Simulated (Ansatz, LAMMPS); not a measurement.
# Glassy 68GeO2-29SrO-3Gd2O3 (mol %) (105 atoms): a short ab initio trajectory

Aim: follow glassy 68GeO2-29SrO-3Gd2O3 (mol %) (105 atoms) for a short time with forces from DFT, then look at structure and electrons in the last frame.

Program: Ansatz 0.2.0. Level of theory: Kohn-Sham DFT, PBE, PAW (set soft_2), plane waves. Results are calculated unless marked as measured.

**1. Set-up**

The cell holds 105 atoms: 26 Ge, 11 Sr, 2 Gd and 66 O. Cell: a = 11.834 Å, b = 11.834 Å, c = 11.834 Å, α = 90.0°, β = 90.0°, γ = 90.0°. 105 atoms (26 Ge, 11 Sr, 2 Gd, 66 O) placed at random at 4.23 g/cm³, melted at 4000 K for 10 ps at fixed volume with the Morse and Coulomb pair potential with partial charges (Pedone, Malavasi, Menziani, Cormack and Segre, J. Phys. Chem. B 110, 11780 (2006)). Quenched from 4000 K to 300 K at 20 K/ps and fixed volume, held 5 ps, then minimised at fixed cell.

Limits known from the start: The quench rate of 20 K/ps is orders of magnitude faster than experiment, which tends to freeze in extra defects. The starting topology of bonds comes from the classical model. Without a Hubbard term or exact exchange, open shells on Gd are likely too delocalised. Sampling is at Γ alone, for a cell whose shortest periodic width is 12 Å. No spin–orbit coupling is included, so levels derived from the heavy atoms are approximate.

**2. Dynamics at 600 K**

A Langevin thermostat couples each atom to a heat bath, at the price of damped dynamics. The time step is 1.0 fs.

input.yaml

```yaml
crystal:
  lattice:
    - [11.834, 0.0, 0.0]
    - [0.0, 11.834, 0.0]
    - [0.0, 0.0, 11.834]
  atoms:
    - { symbol: Ge, position: [0.98172, 0.60638, 0.0202] }
    - { symbol: Ge, position: [0.33628, 0.78385, 0.53837] }
    - { symbol: Ge, position: [0.48995, 0.26548, 0.53294] }
    - { symbol: Ge, position: [0.60839, 0.8053, 0.22375] }
    [... 95 atom lines left out ...]
    - { symbol: O, position: [0.41829, 0.86836, 0.45801] }
    - { symbol: O, position: [0.00332, 0.12282, 0.58598] }
    - { symbol: O, position: [0.31042, 0.86255, 0.01667] }
    - { symbol: O, position: [0.80894, 0.49572, 0.72754] }
    - { symbol: O, position: [0.49595, 0.47405, 0.71712] }
    - { symbol: O, position: [0.46235, 0.8021, 0.86627] }
magnetization:
  spin_polarized: true
kpoints:
  mp_grid: { grid: [1, 1, 1] }
hamiltonian:
  xc: pbe
scf:
  occupations: { method: gaussian, width: 0.025 }
output:
  forces: true
md:
  timestep: 1.0
  n_steps: 50
  ensemble: nvt_langevin
  temperature: 600
  initial_velocities: maxwell_boltzmann
  seed: 5033
```

Run with:

```console
$ ansatz run input.yaml --threads 8 --pin off --max-ram 15872MiB --backend cpu --events-out ev --progress --plain --runs-dir out
```

Elapsed: 5.8 min, on 8 threads of AMD EPYC 9R45, shared host; peak memory 5.1 GiB.

The program notes that it switched symmetry off.

The trajectory, sampled:

```tsv
time (fs)	T (K)	potential (meV/atom)
0.0	594	0.0
3.0	625	-3.8
7.0	722	-13.4
10.0	797	-23.9
13.0	853	-32.3
17.0	849	-33.4
20.0	788	-27.3
23.0	711	-18.5
27.0	644	-9.8
30.0	660	-6.6
33.0	624	-4.5
37.0	603	-1.6
40.0	595	0.5
43.0	578	0.9
47.0	640	-5.1
50.0	673	-13.1
```

Mean square displacement from the first frame to the last: Ge 0.030 Å², Sr 0.032 Å², Gd 0.018 Å², O 0.090 Å².

The mean square displacement by time lag:

```tsv
time lag (fs)	Gd (Å²)	Ge (Å²)	O (Å²)	Sr (Å²)
1.00	9.4e-6	2.4e-5	1.1e-4	1.8e-5
2.00	3.7e-5	9.7e-5	4.4e-4	7.3e-5
3.00	8.3e-5	2.2e-4	9.8e-4	1.6e-4
4.00	1.5e-4	3.8e-4	0.00173	2.9e-4
5.00	2.3e-4	5.9e-4	0.00269	4.5e-4
6.00	3.2e-4	8.5e-4	0.00385	6.5e-4
7.00	4.4e-4	0.00114	0.00521	8.8e-4
8.00	5.7e-4	0.00147	0.00674	0.00115
9.00	7.1e-4	0.00185	0.00845	0.00144
10.00	8.7e-4	0.00225	0.0103	0.00178
11.00	0.00105	0.00270	0.0123	0.00214
12.00	0.00125	0.00317	0.0145	0.00253
13.00	0.00146	0.00367	0.0167	0.00296
14.00	0.00168	0.00421	0.0191	0.00341
15.00	0.00192	0.00477	0.0215	0.00390
16.00	0.00217	0.00536	0.0241	0.00441
17.00	0.00243	0.00597	0.0266	0.00495
18.00	0.00270	0.00660	0.0292	0.00552
19.00	0.00298	0.00725	0.0318	0.00611
20.00	0.00327	0.00792	0.0345	0.00673
21.00	0.00356	0.00861	0.0371	0.00738
22.00	0.00387	0.00932	0.0396	0.00805
23.00	0.00419	0.0100	0.0422	0.00874
24.00	0.00452	0.0108	0.0447	0.00946
25.00	0.00486	0.0115	0.0472	0.0102
```

Over the second half of 50 fs the temperature averages 624 K with swings of 28 K r.m.s. From first frame to last O has the largest mean square displacement, 0.090 Å² at the end; the farthest move is 0.68 Å. The count of bonds goes from 185 in the first frame to 187 in the last, by one set of cutoffs: 1 pairs passed out of them and 3 came within. The run spans 0.05 ps, too short for its means to be equilibrium values.

**3. Local order late in the run**

The g(r) is a mean over the second half; what follows it is taken at the last frame.

Density 4.23 g/cm³, 15.78 Å³ an atom.

Mean of 14 frames. g(r), total and by pair (bins of 0.2 Å):

```tsv
r (Å)	total	O-O	O-Ge	O-Sr	O-Gd	Ge-Ge	Ge-Sr
1.60	0.33	0.00	1.06	0.00	0.00	0.00	0.00
1.80	2.80	0.00	9.00	0.00	0.00	0.00	0.00
2.00	0.70	0.00	2.21	0.00	0.41	0.00	0.00
2.20	0.20	0.00	0.19	0.13	5.08	0.00	0.00
2.40	0.63	0.12	0.00	3.85	3.12	0.00	0.00
2.60	0.83	0.98	0.00	3.03	1.73	0.00	0.00
2.80	1.04	2.17	0.00	1.31	0.41	0.00	0.00
3.00	1.35	2.92	0.14	0.73	0.00	0.68	0.12
3.20	0.95	1.39	0.35	0.54	0.17	1.92	1.18
3.40	0.97	0.99	0.65	0.57	0.28	3.16	1.64
3.60	0.93	0.75	0.68	0.74	0.18	1.46	3.21
3.80	1.02	0.85	1.21	0.55	0.28	0.20	2.58
4.00	1.02	0.65	1.56	0.64	0.90	0.69	1.36
4.20	1.06	0.78	1.59	0.78	1.61	0.66	1.01
4.40	1.08	0.57	1.67	1.19	1.68	1.00	1.31
4.60	1.03	0.79	1.36	1.22	0.95	1.14	0.56
4.80	0.92	0.81	1.00	1.23	1.21	0.66	0.91
5.00	1.04	1.15	0.86	1.42	1.60	1.27	0.21
5.20	1.10	1.21	0.79	1.43	1.85	1.41	0.70
5.40	1.01	1.27	0.64	1.12	0.70	1.47	0.77
5.60	1.12	1.52	0.89	0.92	0.12	0.83	0.88
5.80	0.98	1.16	0.83	1.02	0.52	0.76	1.14
```

Bonds by pair of elements; cutoffs follow the first minimum of g(r), held within bounds set by covalent radii, and pairs that aren't listed don't count as bonded:

```tsv
pair A-B	cutoff (Å)	bonds	mean length (Å)	spread (Å)	shortest (Å)	B about A	A about B
O-Ge	2.27	108	1.83	0.103	1.65	1.64	4.15
O-Sr	3.12	67	2.62	0.18	2.33	1.01	6.09
O-Gd	3.07	12	2.38	0.156	2.16	0.182	6
```

How many atoms have how many bonded neighbours:

```tsv
element	mean	2	3	4	5	6	7	8
Gd	6	0	0	0	0	2	0	0
Ge	4.15	0	0	23	2	1	0	0
O	2.83	23	31	12	0	0	0	0
Sr	6.09	0	0	0	3	5	2	1
```

Bond angles, per cent of each kind in bins of 5°:

```tsv
angle (°)	O-Sr-O	O-Ge-O	Ge-O-Sr	Ge-O-Ge	Sr-O-Sr
50–55	1.1	0.0	0.0	0.0	0.0
55–60	3.4	0.0	0.0	0.0	0.0
60–65	6.9	0.0	0.0	0.0	0.0
65–70	7.4	0.0	0.0	0.0	2.9
70–75	4.6	0.6	1.1	0.0	14.7
75–80	6.3	1.2	1.1	0.0	5.9
80–85	8.0	1.7	0.0	0.0	8.8
85–90	4.6	8.1	5.6	0.0	5.9
90–95	5.7	9.2	7.8	0.0	5.9
95–100	4.0	7.5	8.9	0.0	11.8
100–105	5.7	12.1	10.0	0.0	14.7
105–110	6.9	16.8	8.9	2.4	8.8
110–115	2.9	16.8	13.3	4.8	2.9
115–120	5.1	11.0	4.4	9.5	2.9
120–125	2.3	6.4	10.0	11.9	0.0
125–130	5.1	4.0	5.6	23.8	2.9
130–135	4.0	0.0	7.8	9.5	2.9
135–140	4.0	1.2	5.6	11.9	0.0
140–145	2.9	0.0	4.4	9.5	2.9
145–150	1.1	0.6	0.0	4.8	0.0
150–155	2.9	0.0	3.3	4.8	5.9
155–160	1.1	0.0	1.1	0.0	0.0
160–165	1.7	0.6	1.1	2.4	0.0
165–170	2.3	1.2	0.0	2.4	0.0
170–175	0.0	0.6	0.0	2.4	0.0
175–180	0.0	0.6	0.0	0.0	0.0
```

Bond angles (no mean is given where the spread exceeds 20°):

```tsv
angle	count	mean (°)	spread (°)
O-Sr-O	175	-	-
O-Ge-O	173	108	16.2
Ge-O-Sr	90	114	18.8
Ge-O-Ge	42	132	14.3
Sr-O-Sr	34	-	-
```

Oxygen atoms by the number of network formers (Si, P, Ge, B, Al, As, Ga) bound to them:

```tsv
network formers bound to O	O atoms	per cent
0	0	0
1	24	36.4
2	42	63.6
```

Network units: each former by its oxygen neighbours and how many of them bridge to another former:

```tsv
former	O neighbours	bridging O	atoms
Ge	4	2	5
Ge	4	3	13
Ge	4	4	5
Ge	5	4	1
Ge	5	5	1
Ge	6	6	1
```

Bond length by coordination (bonds to H left out):

```tsv
element	coordination	atoms	mean bond length (Å)
Ge	4	23	1.81
Ge	5	2	1.89
Ge	6	1	2.00
O	2	23	1.86
O	3	31	2.18
O	4	12	2.37
Sr	5	3	2.51
Sr	6	5	2.66
Sr	7	2	2.64
Sr	8	1	2.67
```

Rings of the network by King's shortest-path rule, up to 12 atoms, one path for each pair of neighbours; H, halogens, alkali and alkaline-earth atoms are left out, and the last column divides by all other atoms, bonded or not:

```tsv
ring size (atoms)	rings	per network atom
4	2	0.021
6	5	0.053
8	7	0.074
10	9	0.096
12	18	0.191
```

First main peaks of g(r), for some of the pairs, lie near 2.9 Å (O-O), 1.8 Å (O-Ge), 2.5 Å (O-Sr), 2.3 Å (O-Gd), 3.4 Å (Ge-Ge) and 3.6 Å (Ge-Sr). Counting bonds as in the table, all Gd atoms have 6, 88 % of Ge atoms have 4, 47 % of O atoms have 3 and 45 % of Sr atoms have 6 bonded neighbours. Counting bonds to Ge alone, not to Gd, 64 % of the oxygens join two of these atoms and 36 % one. The commonest Ge unit has 4 oxygens, 3 of them shared with other formers (13 of 26 atoms). Rings of 12 atoms are the most common (44 % of those counted); sizes run from 4 to 12, where the search stops.

**4. Single point at the last frame**

The last frame is solved again with fuller output, to read the electronic structure of a thermally displaced geometry.

input.yaml

```yaml
crystal:
  lattice:
    - [11.834, 0.0, 0.0]
    - [0.0, 11.834, 0.0]
    - [0.0, 0.0, 11.834]
  atoms:
    - { symbol: Ge, position: [0.97755, 0.62851, 0.02549] }
    - { symbol: Ge, position: [0.33112, 0.79029, 0.55138] }
    - { symbol: Ge, position: [0.48692, 0.25855, 0.54996] }
    - { symbol: Ge, position: [0.60154, 0.80029, 0.22614] }
    [... 95 atom lines left out ...]
    - { symbol: O, position: [0.40864, 0.86935, 0.4556] }
    - { symbol: O, position: [0.97003, 0.12763, 0.57816] }
    - { symbol: O, position: [0.32058, 0.86465, 0.01209] }
    - { symbol: O, position: [0.7888, 0.46024, 0.71654] }
    - { symbol: O, position: [0.51433, 0.46283, 0.7065] }
    - { symbol: O, position: [0.45895, 0.78842, 0.85902] }
magnetization:
  spin_polarized: true
kpoints:
  mp_grid: { grid: [1, 1, 1] }
hamiltonian:
  xc: pbe
scf:
  occupations: { method: gaussian, width: 0.025 }
output:
  forces: true
  stress: true
  populations: intrinsic
  dos:
    method: { smearing: { sigma: 0.15 } }
    de: 0.1
    projected: { site_lists: { Gd: [Gd], Ge: [Ge], O: [O], Sr: [Sr] } }
  eigenvalues: true
  write_density: true
  write_potential: true
  volumetric_format: npy
  elf: true
```

The job ended after 57 s (8 threads; peak memory 4.7 GiB; 7.2 min of CPU time).

The program notes that the stability of the SCF solution was not settled.

Read from the output:

```yaml
free_energy: -206804.5143 eV
free_energy_per_atom: -1969.5668 eV/atom
scf_cycles: 54
pressure: -2.069 GPa
r_m_s_force_component: 1.014 eV/Å
longest_force: 4.189 eV/Å
fermi_energy: 6.236 eV
spacing_of_highest_filled_and_lowest_empty_level: 1.331 eV
absolute_moment: 14.05 μB
```

Neighbours are counted within 2.27 Å (O-Ge), 3.12 Å (O-Sr), 3.07 Å (O-Gd), the cutoffs taken from the dynamics.

Length of the force by element and coordination:

```tsv
element	coordination	atoms	mean length of the force (eV/Å)	spread	least	most
Gd	all	2	0.862	0.439	0.423	1.30
Ge	all	26	2.37	1.03	0.160	4.19
Ge	4	23	2.53	0.943	1.03	4.19
Ge	5	2	1.26	1.10	0.160	2.36
Ge	6	1	1.02	0	1.02	1.02
O	all	66	1.27	0.672	0.200	3.81
O	2	23	1.32	0.662	0.306	3.06
O	3	31	1.14	0.543	0.200	2.53
O	4	12	1.50	0.886	0.395	3.81
Sr	all	11	1.01	0.346	0.497	1.62
Sr	5	3	0.901	0.123	0.782	1.07
Sr	6	5	0.986	0.419	0.497	1.62
Sr	7	2	1.17	0.384	0.786	1.55
Sr	8	1	1.11	0	1.11	1.11
```

Intrinsic-atomic-orbital charges by element and coordination:

```tsv
element	coordination	atoms	mean charge (e)	spread	least	most
Gd	all	2	1.12	0.0203	1.10	1.14
Ge	all	26	1.44	0.0372	1.36	1.52
Ge	4	23	1.44	0.0389	1.36	1.52
Ge	5	2	1.43	0.0071	1.43	1.44
Ge	6	1	1.41	0	1.41	1.41
O	all	66	-0.897	0.125	-1.19	-0.749
O	2	23	-0.800	0.0591	-1.05	-0.749
O	3	31	-0.908	0.0999	-1.14	-0.749
O	4	12	-1.05	0.102	-1.19	-0.819
Sr	all	11	1.78	0.0116	1.76	1.80
Sr	5	3	1.79	0.0142	1.77	1.80
Sr	6	5	1.78	0.0103	1.76	1.79
Sr	7	2	1.78	0.0026	1.77	1.78
Sr	8	1	1.77	0	1.77	1.77
```

Magnetic moments by element and coordination:

```tsv
element	coordination	atoms	mean moment (μB)	spread	least	most
Gd	all	2	-0.014	6.75	-6.77	6.74
Ge	all	26	0	1.0e-4	-1.0e-4	3.0e-4
Ge	4	23	0	1.0e-4	-1.0e-4	3.0e-4
Ge	5	2	0	0	0	0
Ge	6	1	0	0	0	0
O	all	66	1.0e-4	9.0e-4	-0.0034	0.0032
O	2	23	2.0e-4	8.0e-4	-5.0e-4	0.0032
O	3	31	-1.0e-4	0.001	-0.0034	0.002
O	4	12	3.0e-4	8.0e-4	-1.0e-4	0.0028
Sr	all	11	0	0	0	1.0e-4
Sr	5	3	0	0	0	0
Sr	6	5	0	0	0	1.0e-4
Sr	7	2	0	0	0	0
Sr	8	1	0	0	0	0
```

Density of states as counts of states in windows of 1 eV (from the Fermi level), total and the larger projections:

```tsv
from (eV)	to (eV)	total up	total down	O p	Ge p	Ge s	Gd f	O s
-18	-17	21.1	20.8	0.3	4.7	0.5	0.0	30.4
-17	-16	20.8	21.0	0.7	0.7	0.2	0.0	5.9
-16	-15	14.6	14.6	0.6	0.3	0.2	0.0	3.1
-15	-11	0.0	0.0	0.0	0.0	0.0	0.0	0.0
-11	-10	3.0	3.0	3.3	0.2	2.1	0.0	0.4
-10	-9	6.2	6.2	6.7	0.6	4.1	0.0	1.0
-9	-8	7.3	7.3	8.1	0.9	4.0	0.0	1.4
-8	-7	7.4	7.4	8.5	1.2	3.3	0.0	1.5
-7	-6	10.6	10.7	14.8	4.1	1.1	0.0	0.8
-6	-5	20.9	20.8	30.8	7.4	0.6	0.1	1.5
-5	-4	27.9	27.9	44.2	6.8	0.4	0.4	2.0
-4	-3	45.0	44.8	70.3	3.1	0.2	11.8	1.2
-3	-2	53.2	53.5	99.6	1.4	0.2	1.6	0.6
-2	-1	22.3	22.2	42.5	0.4	0.0	0.3	0.2
-1	0	1.0	1.0	1.9	0.0	0.0	0.0	0.0
0	1	1.0	1.0	0.5	0.1	0.6	0.0	0.4
1	2	6.8	7.0	1.9	0.5	2.0	8.5	0.6
2	3	10.6	10.5	5.1	2.1	5.5	5.1	1.6
3	4	11.0	10.6	5.5	4.0	5.6	0.1	1.7
4	5	21.3	21.2	6.0	7.7	4.3	0.0	1.8
```

Between -26 and -18 eV lie 356 more states.

The levels nearest the highest filled one (over half full), pooled over k-points and spins:

```tsv
level less the highest filled one (eV)	occupation
-0.637	1
-0.635	1
-0.626	1
-0.606	1
-0.0127	1
0	1
1.33	0
1.33	0
2.26	0
2.26	0
2.40	0
2.42	0
```

Mean intrinsic-atomic-orbital charges: Gd +1.12, Ge +1.44, O -0.90, Sr +1.78 e. The cell holds a total moment of 0 μB, from site moments of up to 6.8 μB that point both ways; no search proves this magnetic order the lowest.

**5. Outcome**

```json
{
  "mean temperature, second half": "624.5 K",
  "temperature swing, second half": "27.71 K",
  "free energy per atom": "-1969.5668 eV/atom",
  "pressure": "-2.069 GPa",
  "r.m.s. force component": "1.014 eV/Å",
  "gap (highest filled to lowest empty level)": "1.331 eV",
  "wall time of the 2 DFT runs": "6.8 min"
}
```

In words: Over the second half of 50 fs the temperature averages 624 K with swings of 28 K r.m.s. The count of bonds goes from 185 in the first frame to 187 in the last, by one set of cutoffs: 1 pairs passed out of them and 3 came within. The run spans 0.05 ps, too short for its means to be equilibrium values. Counting bonds as in the table, all Gd atoms have 6, 88 % of Ge atoms have 4, 47 % of O atoms have 3 and 45 % of Sr atoms have 6 bonded neighbours. Counting bonds to Ge alone, not to Gd, 64 % of the oxygens join two of these atoms and 36 % one. The highest filled and lowest empty levels differ by 1.33 eV (at Γ alone); a semilocal functional tends to put such gaps too low. In a disordered cell it changes from sample to sample, and tail or defect levels can set it.

The cell holds a total moment of 0 μB, from site moments of up to 6.8 μB that point both ways; no search proves this magnetic order the lowest.

Caveats: The network of bonds at the start is that of the classical potential that made the cell; in DFT 1 of its 185 bonded pairs passed out of the cutoffs and 3 came within them. The run was spin polarised, started with 1 moments up and 1 down in a pattern of our own, ending at 0.0 μB in the cell; that starting order needn't be the real material's, and it bears on forces, charges and levels. The pressure of -2.1 GPa is that of one thermal frame at a volume set beforehand, without the kinetic term.

[Logs are printed without paths, hosts, clocks, repeated set-up lines and the standing remarks that a program may print on its own settings, such as how far it seeks lower states.]

[Hosts, paths, dates, database ids (printed as entryN), source tags and the programs' standing remarks are cut or masked in the printed files.]
